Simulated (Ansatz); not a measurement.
Ge2WN4 (MoSi2N4-type monolayer), computed twice by G0W0.

The cell holds 7 atoms: 1 W, 4 N and 2 Ge. Its edges and angles: a = 3.023 Å, b = 3.023 Å, c = 38.000 Å, α = 90.0°, β = 90.0°, γ = 120.0°. Vacuum lies along c.

```xyz
7
Lattice="3.0226 0.0000 0.0000 -1.5113 2.6176 0.0000 0.0000 0.0000 38.0000" Properties=species:S:1:pos:R:3
W     0.0000    0.0000   19.0000
N     0.0000    1.7451   20.2170
N     0.0000    1.7451   17.7830
Ge    0.0000    1.7451   22.0945
Ge    0.0000    1.7451   15.9055
N     1.5113    0.8725   22.7096
N     1.5113    0.8725   15.2904
```

The structure was relaxed with PBE. The runs that relaxed it are not among those shown. Spin-orbit coupling is left out unless a run names it.

The first (Ansatz 0.2.0; start PBE, 3×3×1 mesh, 166 empty bands, screening to 39 eV, PAW set soft_1 files; 4 threads of Arm Neoverse V1, shared host) gave, on its mesh: starting gap 1.21 eV, G0W0 gap 1.35 eV, mean of 1 + 4πα/V (set by the cell height) 3.61, 18 s.

Q: The second changes mesh from 3×3×1 to 6×6×1 and frequency model from contour deformation to plasmon pole. What does it give?

It gave: starting gap 1.31 eV, G0W0 gap 2.01 eV, mean of 1 + 4πα/V (set by the cell height) 2.73, 67 s. The G0W0 gap moves by +0.66 eV, +0.10 eV from the start and +0.56 eV from the correction. Σc changes by −0.37 eV at the valence top and +0.94 eV at the conduction bottom, and Σx − Vxc between them by −0.75 eV.

Limits: not at the basis limit; coarse mesh for a sheet; no spin-orbit coupling.

[Paths, hosts, dates, memory and timing lines, banners, echoed tables and standing remarks are left out of the program output.]

[Logs are printed without paths, hosts, clocks, repeated set-up lines and the standing remarks that a program may print on its own settings, such as how far it seeks lower states.]

[Runs of the session that timed out or met a known fault of the program may be left out.]

[Cells called generated may have been cut or substituted from an entry of the Crystallography Open Database or the Materials Project.]

[Hosts, paths, dates, database ids (printed as entryN), source tags and the programs' standing remarks are cut or masked in the printed files.]
